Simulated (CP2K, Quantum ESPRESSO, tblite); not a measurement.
**Other levels on random hcp alloy of Hf and Sc (64 atoms)**

The cell holds 64 atoms: 56 Sc and 8 Hf. Cell: a = 13.179 Å, b = 13.179 Å, c = 10.491 Å, α = 90.0°, β = 90.0°, γ = 120.0°. It derives from Sc. Hcp Hf, 4 x 4 x 2 conventional cells, 56 of 64 Hf sites given to Sc at random (x = 0.875), lattice by Vegard's rule (a = 3.295 Å, c = 5.245 Å); not relaxed, displaced by a Gaussian of 0.02 Å. Then every atom was moved at random, 0.02 Å r.m.s. a Cartesian component.

Geometry: as built.

The reference, a calculation:

```
method                 : Kohn-Sham DFT, PBE, SSSP efficiency 1.3.0 pseudopotentials, plane waves (Quantum ESPRESSO 7.5); sssp-pbe-1.3.0-efficiency, cutoffs 60/480 Ry, Γ point
r.m.s. force component : 0.1958 eV/Å
longest force          : 0.6377 eV/Å
pressure               : -0.398 GPa
time                   : 7.1 min on 4 MPI ranks of Arm Neoverse V2, shared host
CPU time               : 28 min
```

Runs, in no order:
A. CP2K PBE, DZVP-UZH, 800/50 Ry, diagonalisation: Kohn-Sham DFT, PBE, GTH-PBE pseudopotentials, Gaussian and plane waves, DZVP-MOLOPT (UZH set), diagonalisation
B. CP2K PBE, SZV-MOLOPT-SR, 800/50 Ry, diagonalisation: Kohn-Sham DFT, PBE, GTH-PBE pseudopotentials, Gaussian and plane waves, SZV-MOLOPT-SR-GTH, diagonalisation
C. CP2K PBE, DZVP-UZH, 280/50 Ry, diagonalisation: Kohn-Sham DFT, PBE, GTH-PBE pseudopotentials, Gaussian and plane waves, DZVP-MOLOPT (UZH set), diagonalisation

Q: Order them from the smallest to the largest r.m.s. force difference.

A, C, B.

```tsv
run	Δ force, r.m.s. (meV/Å)	share of r.m.s. force (%)	CPU time
A. CP2K PBE, DZVP-UZH, 800/50 Ry, diagonalisation	5.63	2.87	21 min
C. CP2K PBE, DZVP-UZH, 280/50 Ry, diagonalisation	23.0	11.7	18 min
B. CP2K PBE, SZV-MOLOPT-SR, 800/50 Ry, diagonalisation	161	82.0	11 min
```

The electronic-structure runs sample only Γ, in a cell whose shortest periodic width is 10 Å, which is coarse for a cell with partly filled levels.

[Logs are printed without paths, hosts, clocks, repeated set-up lines and the standing remarks that a program may print on its own settings, such as how far it seeks lower states.]

[Hosts, paths, dates, database ids (printed as entryN), source tags and the programs' standing remarks are cut or masked in the printed files.]
